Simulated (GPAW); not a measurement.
# STM contrast on Y2CO2 MXene monolayer

Aim: Tersoff-Hamann images of Y2CO2 MXene monolayer at several biases.

Method: GPAW, PAW setups; layer in a repeated cell with vacuum, relaxation of atoms and in-plane cell, in the first sound run; inputs show where later runs differ, in GPAW 26.7.0.

### 1. The structure

The cell holds 5 atoms: 2 O, 2 Y and 1 C. Cell: a = 3.478 Å, b = 3.478 Å, c = 21.263 Å, α = 90.0°, β = 90.0°, γ = 120.0°. Vacuum lies along c.

### 2. Relaxation

The atoms are relaxed first, since the surface dipole, and with it the work function, follows the positions of the outer layers.

File run.py:

```python
import json
import numpy as np
from ase import Atoms
from ase.filters import FrechetCellFilter
from ase.optimize import BFGS
from gpaw import GPAW, PW

slab = Atoms(
    ['O', 'Y', 'C', 'Y', 'O'],
    positions=[
        [-0.00000, 2.00789, 8.00000],
        [1.73888, 1.00394, 9.25909],
        [0.00000, 0.00000, 10.63132],
        [-0.00000, 2.00789, 12.00355],
        [1.73888, 1.00394, 13.26263]],
    cell=[[3.47776, 0.0, 0.0], [-1.73888, 3.01183, 0.0], [0.0, 0.0, 21.2626]],
    pbc=[True, True, True])

slab.calc = GPAW(mode=PW(600), xc='PBE', kpts={'size': (9, 9, 1), 'gamma': True},
                 occupations={'name': 'fermi-dirac', 'width': 0.05}, nbands='160%',
                 convergence={'density': 1e-05}, maxiter=200,
                 symmetry={'tolerance': 1e-3}, txt='slab.txt')
result = {}
# The in-plane cell is free; stress needs a cell that repeats along all three vectors
path = []
opt = BFGS(FrechetCellFilter(slab, mask=[1, 1, 0, 0, 0, 1]), maxstep=0.2)
opt.attach(lambda: path.append((slab.get_potential_energy(), slab.positions.tolist(), slab.get_forces().tolist())))
result['relaxed'] = bool(opt.run(fmax=0.02, steps=45))
result['path'] = path
result['cell'] = slab.cell.tolist()
print('in-plane lattice', slab.cell.cellpar().round(4)[[0, 1, 5]])
energy = slab.get_potential_energy()
fermi = slab.calc.get_fermi_level()
v = slab.calc.get_electrostatic_potential().mean((0, 1)) - fermi
n = slab.calc.get_pseudo_density().mean((0, 1))
L = slab.cell[2, 2]
z = np.arange(len(v)) * L / len(v)
low, high = slab.positions[:, 2].min(), slab.positions[:, 2].max()
below, above = np.interp([low - 5.8, high + 5.8], z, v)
slopes = [np.interp(x, z, np.gradient(v, z)) for x in (low - 5.8, high + 5.8)]
eps = np.array([[slab.calc.get_eigenvalues(k, s) for k in range(len(slab.calc.get_ibz_k_points()))]
                for s in range(slab.calc.get_number_of_spins())]) - fermi
top, bottom = eps[eps < 0].max(), eps[eps > 0].min()
dipole = slab.get_dipole_moment()[2]
print(f'energy {energy:.4f} eV, Fermi level {fermi:.4f} eV, dipole {dipole:.5f} e A')
print(f'potential 5.8 A off the faces, from the Fermi level: lower {below:.4f} eV, upper {above:.4f} eV')
print(f'slope of the potential there: lower {slopes[0]:.5f}, upper {slopes[1]:.5f} eV/A')
print(f'nearest levels on the mesh: {top:.4f} and {bottom:.4f} eV')
print('magnetic moment', round(slab.get_magnetic_moment(), 3))
result.update(energy=energy, fermi=fermi, dipole=dipole, below=below, above=above, slopes=slopes, edges=[top, bottom],
              z=z.tolist(), v=v.tolist(), n=n.tolist(), positions=slab.positions.tolist(),
              forces=slab.get_forces(apply_constraint=False).tolist(), moments=slab.get_magnetic_moments().tolist())
json.dump(result, open('result.json', 'w'))
```

Launch:

```sh
$ OMP_NUM_THREADS=1 OPENBLAS_NUM_THREADS=1 python run.py
```

Log:

```text
Step          Energy          fmax
BFGS:    0      -35.123936        5.311798
BFGS:    1      -36.063248        4.052923
BFGS:    2      -37.419331        0.964113
BFGS:    3      -37.481592        0.380018
BFGS:    4      -37.491605        0.317931
BFGS:    5      -37.537683        0.163374
BFGS:    6      -37.543281        0.109170
BFGS:    7      -37.545132        0.120236
BFGS:    8      -37.546526        0.116322
BFGS:    9      -37.546124        0.126579
BFGS:   10      -37.543123        0.107607
BFGS:   11      -37.540197        0.055141
BFGS:   12      -37.537689        0.004882
in-plane lattice [  3.4892   3.4892 120.    ]
energy -37.5197 eV, Fermi level -1.7827 eV, dipole 0.00056 e A
potential 5.8 A off the faces, from the Fermi level: lower 5.8111 eV, upper 5.8091 eV
slope of the potential there: lower 0.00022, upper 0.00066 eV/A
nearest levels on the mesh: -0.0361 and 0.0072 eV
magnetic moment 0.0
```

Elapsed: 5.2 min, on 1 thread of Intel Xeon 6975P-C (Granite Rapids), shared host; peak memory 0.42 GiB.

Numbers from this step:

```
dipole along the normal                    : 5.61e-4 e·Å
levels nearest the Fermi level on the mesh : -0.03612, 0.007204 eV from the Fermi level
```

Electrostatic potential energy of an electron (without an applied field's), less the Fermi level, planar mean against z:

z (Å), electrostatic potential energy of an electron (without an applied field's), less the Fermi level, planar mean (eV) and a bar from the least value:
```
      0.0        5.8 ##############################
      0.5        5.8 ##############################
      1.0        5.8 ##############################
      1.5        5.8 ##############################
      2.0        5.8 ##############################
      2.5        5.8 ##############################
      3.0        5.8 ##############################
      3.5        5.8 ##############################
      4.0        5.8 ##############################
      4.5        5.8 ##############################
      5.0        5.8 ##############################
      5.5        5.8 ##############################
      6.0        5.8 ##############################
      6.5        5.7 ##############################
      7.0        5.1 #############################
      7.5        2.2 #########################
      8.0      -10.0 ##########
      8.5      -14.7 ####
      9.0      -15.8 ##
      9.5       -4.4 #################
     10.0        0.2 #######################
     10.5       -5.1 ################
     11.0       -1.5 #####################
     11.5       -0.8 #####################
     12.0       -9.8 ##########
     12.5      -17.4 
     13.0      -12.9 ######
     13.5       -2.9 ###################
     14.0        4.2 ############################
     14.5        5.5 ##############################
     15.0        5.7 ##############################
     15.5        5.8 ##############################
     16.0        5.8 ##############################
     16.5        5.8 ##############################
     17.0        5.8 ##############################
     17.5        5.8 ##############################
     18.0        5.8 ##############################
     18.5        5.8 ##############################
     19.0        5.8 ##############################
     19.5        5.8 ##############################
     20.0        5.8 ##############################
     20.5        5.8 ##############################
     21.0        5.8 ##############################
```

Pseudo valence density, planar mean against z:

```
z (Å)  pseudo valence density, planar mean (e/Å³)
  5.0                                      7.4e-5
  5.5                                      3.5e-4
  6.0                                     0.00163
  6.5                                     0.00793
  7.0                                      0.0417
  7.5                                       0.238
  8.0                                       0.811
  8.5                                       0.911
  9.0                                       0.814
  9.5                                       0.303
 10.0                                       0.234
 10.5                                       0.321
 11.0                                       0.298
 11.5                                       0.219
 12.0                                       0.503
 12.5                                       0.952
 13.0                                       0.895
 13.5                                       0.530
 14.0                                       0.106
 14.5                                      0.0188
 15.0                                     0.00370
 15.5                                      7.7e-4
 16.0                                      1.6e-4
 16.5                                      3.5e-5
```

The relaxation lowered the energy of the cell by 2.42 eV (energies extrapolated to zero smearing; the optimiser's log prints free energies). The largest force left on a free atom is 0.0049 eV/Å.

(Continued in part 2 of 2.)

[Logs are printed without paths, hosts, clocks, repeated set-up lines and the standing remarks that a program may print on its own settings, such as how far it seeks lower states.]

[Hosts, paths, dates, database ids (printed as entryN), source tags and the programs' standing remarks are cut or masked in the printed files.]
